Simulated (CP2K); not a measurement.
Two runs for the F K edge of fluoromethane. Run A: CP2K XAS_TDP, all-electron GAPW, PBEh(45%), aug-cc-pVTZ, TDA, no relativity. Run B differs in one setting.

First lines with a strength over 0.0015. A:

| atom | energy (eV) | states | strength, one atom |
| --- | --- | --- | --- |
| F2 (bonded to C) | 681.74 | 1 | 0.0305 |
|  | 683.06 | 1 | 0.0022 |
|  | 684.75 | 1 | 0.0108 |
|  | 685.51 | 2 | 0.0079 |
|  | 686.74 | 2 | 0.0132 |

B:

| atom | energy (eV) | states | strength, one atom |
| --- | --- | --- | --- |
| F2 (bonded to C) | 660.04 | 1 | 0.0044 |
|  | 662.58 | 1 | 0.0151 |
|  | 663.57 | 2 | 0.0095 |
|  | 666.56 | 2 | 0.0017 |
|  | 667.06 | 1 | 0.0151 |

**Question.** Which was it: scalar relativity switched on, GW2X switched on, the basis, the functional?

The functional (functional from PBEh(45%) to PBE; the lines alone don't name the new value). A functional moves all lines by electronvolts and changes their spacings and strengths. Against PBEh(45%) in aug-cc-pVTZ, the leading line moves by -21.70 eV, to 660.04 eV; the strength of F2's goes from 0.0305 to 0.0044, so the two may not be the same state. The next line of F2 over the strength cut lies 2.54 eV higher, against 1.32.

[Hosts, paths, dates, database ids (printed as entryN), source tags and the programs' standing remarks are cut or masked in the printed files.]
